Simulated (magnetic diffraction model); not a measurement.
# Sc3CrCo2S8 below its ordering temperature

Space group R-3m (no. 166), a = 7.3170 Å, c = 18.0980 Å.

```csv
site,atom,x,y,z
6c,Co,1/3,2/3,0.7927
3b,Cr,2/3,1/3,5/6
9e,Sc,1/2,0,0
18h,S,0.3651,0.1826,0.9093
6c,S,0,0,0.7437
```

The compound is invented for this exercise: a known structure type with other elements, its cell scaled to their sizes and not relaxed.

Only Co and Cr are taken to order (form factors of Co2+ and Cr3+); orders and moment sizes are assumed, and not adapted to the symmetry. Radiation: neutrons of λ = 2.567 Å, 5° to 90°; isotropic B of 0.59 Å² (Co), 0.57 Å² (Cr), 0.62 Å² (Sc) and 0.55 Å² (S). The intensities are simulated: I ∝ L Σ (|F_N|² + |F_M⊥|²) for unpolarised neutrons, with F_M = 2.695 fm/μB × Σ f(s) S exp(2πi Q·r) exp(−B s²) at Q = H ± k (one set where k and −k are equivalent), only the part normal to Q counting and L = 1/(sin²θ cos θ). For collinear order S is the moment m, which repeats by lattice and centring translations R with the sign exp(−2πi k·R). Form factors are spin-only for 3d ions and dipole or tabulated for f ions, scattering lengths are Sears's of 1992, and absorption is left out. A label names one of the reflections at its angle. The strongest nuclear line in the range is 100, and lines under 0.2 are left out.

Above the ordering temperature:

```
2θ (°)    index      I
 24.57  (0 0 3)   39.5
 24.79  (1 0 1)   34.4
 28.63  (0 1 2)    8.1
 40.80  (1 0 4)   10.2
 41.08  (1 1 0)    0.6
 48.20  (0 1 5)   16.5
 48.45  (1 1 3)   28.1
 48.57  (0 2 1)   59.0
 50.37  (0 0 6)    4.7
 50.84  (2 0 2)   13.3
 59.28  (0 2 4)  100.0
 64.85  (1 0 7)    1.2
 65.15  (2 0 5)   27.8
 65.44  (2 1 1)    3.8
 66.94  (1 1 6)    4.1
 67.33  (1 2 2)    4.4
 74.09  (0 1 8)    0.4
 74.65  (2 1 4)    8.7
 74.84  (3 0 0)    0.4
 79.33  (0 0 9)   11.5
 79.69  (0 2 7)   22.0
 79.97  (1 2 5)   26.8
```
(The table stops after 22 lines; 3 more lie at higher angle.)

Below it (cell unchanged):

| 2θ (°) | I |
| --- | --- |
| 14.20 | 28.7 |
| 20.07 | 2.8 |
| 20.20 | 0.7 |
| 24.57 | 39.5 |
| 24.79 | 34.4 |
| 28.63 | 8.1 |
| 32.01 | 0.3 |
| 32.18 | 6.7 |
| 35.06 | 7.3 |
| 35.30 | 1.1 |
| 35.38 | 0.6 |
| 40.80 | 10.2 |
| 41.08 | 0.6 |
| 43.67 | 1.8 |
| 45.94 | 6.0 |
| 46.12 | 0.3 |
| 48.20 | 16.5 |
| 48.45 | 28.1 |
| 48.57 | 59.0 |
| 50.37 | 4.7 |
| 50.84 | 13.3 |
| 53.12 | 2.3 |
| 54.81 | 0.4 |
| 55.08 | 2.7 |
| 55.25 | 0.4 |
| 55.30 | 0.3 |
| 59.28 | 100.0 |
| 60.88 | 1.2 |
| 61.50 | 0.8 |
| 63.05 | 0.3 |
| 63.30 | 2.5 |
| 64.85 | 1.2 |
| 65.15 | 27.8 |
| 65.44 | 3.8 |
| 66.94 | 4.1 |
| 67.33 | 4.4 |
(The table stops after 36 lines; 22 more lie at higher angle.)

**Question.** Check that the new lines index with k = (1/2 1/2 0), then choose among these models:
A. collinear moments along [100], 2.39 μB on Co and 2.43 μB on Cr; signs + at (1/3, 2/3, 0.7927), − at (0, 0, 0.8740), − at (2/3, 1/3, 5/6)
B. collinear moments along [120], 2.39 μB on Co and 2.43 μB on Cr; signs + at (1/3, 2/3, 0.7927), + at (0, 0, 0.8740), − at (2/3, 1/3, 5/6)
C. collinear moments along [100], 2.39 μB on Co and 2.43 μB on Cr; signs + at (1/3, 2/3, 0.7927), + at (0, 0, 0.8740), − at (2/3, 1/3, 5/6)
D. collinear moments along [120], 2.39 μB on Co and 2.43 μB on Cr; signs + at (1/3, 2/3, 0.7927), − at (0, 0, 0.8740), − at (2/3, 1/3, 5/6)

The new lines index as (1/2 -1/2 1) at 14.20°, (-1/2 1/2 2) at 20.07°, (1/2 1/2 0) at 20.20° and (-1/2 3/2 1) at 32.18°, that is as H ± k with k = (1/2 1/2 0), one of 3 inequivalent arms of its star (k and −k counted as one), which a powder can't tell apart. Half indices mean that the moments reverse under translations with k·R a half-integer, and the magnetic cell has twice the primitive volume.

Magnetic intensity, observed (below minus above) and for each model:

| 2θ (°) | index | observed | A | B | C | D |
| --- | --- | --- | --- | --- | --- | --- |
| 14.20 | (1/2 -1/2 1) | 28.7 | 17.1 | 15.0 | 8.9 | 28.7 |
| 20.07 | (-1/2 1/2 2) | 2.8 | 2.3 | 13.2 | 10.7 | 2.8 |
| 32.01 | (1/2 1/2 3) | 0.3 | 0.4 | 4.2 | 5.4 | 0.3 |
| 32.18 | (-1/2 3/2 1) | 6.7 | 5.9 | 3.5 | 3.1 | 6.7 |
| 35.06 | (1/2 -1/2 4) | 7.3 | 6.8 | 0.8 | 0.8 | 7.3 |
| 35.30 | (3/2 -1/2 2) | 1.1 | 1.0 | 5.2 | 4.8 | 1.1 |
| 45.94 | (-1/2 3/2 4) | 6.0 | 5.8 | 0.7 | 0.6 | 6.0 |
| 55.08 | (3/2 1/2 4) | 2.7 | 3.9 | 0.3 | 0.4 | 2.7 |

Model D matches.

The structure used: k = (1/2 1/2 0), collinear moments along [120], 2.39 μB on Co and 2.43 μB on Cr; signs + at (1/3, 2/3, 0.7927), − at (0, 0, 0.8740), − at (2/3, 1/3, 5/6).

[Logs are printed without paths, hosts, clocks, repeated set-up lines and the standing remarks that a program may print on its own settings, such as how far it seeks lower states.]
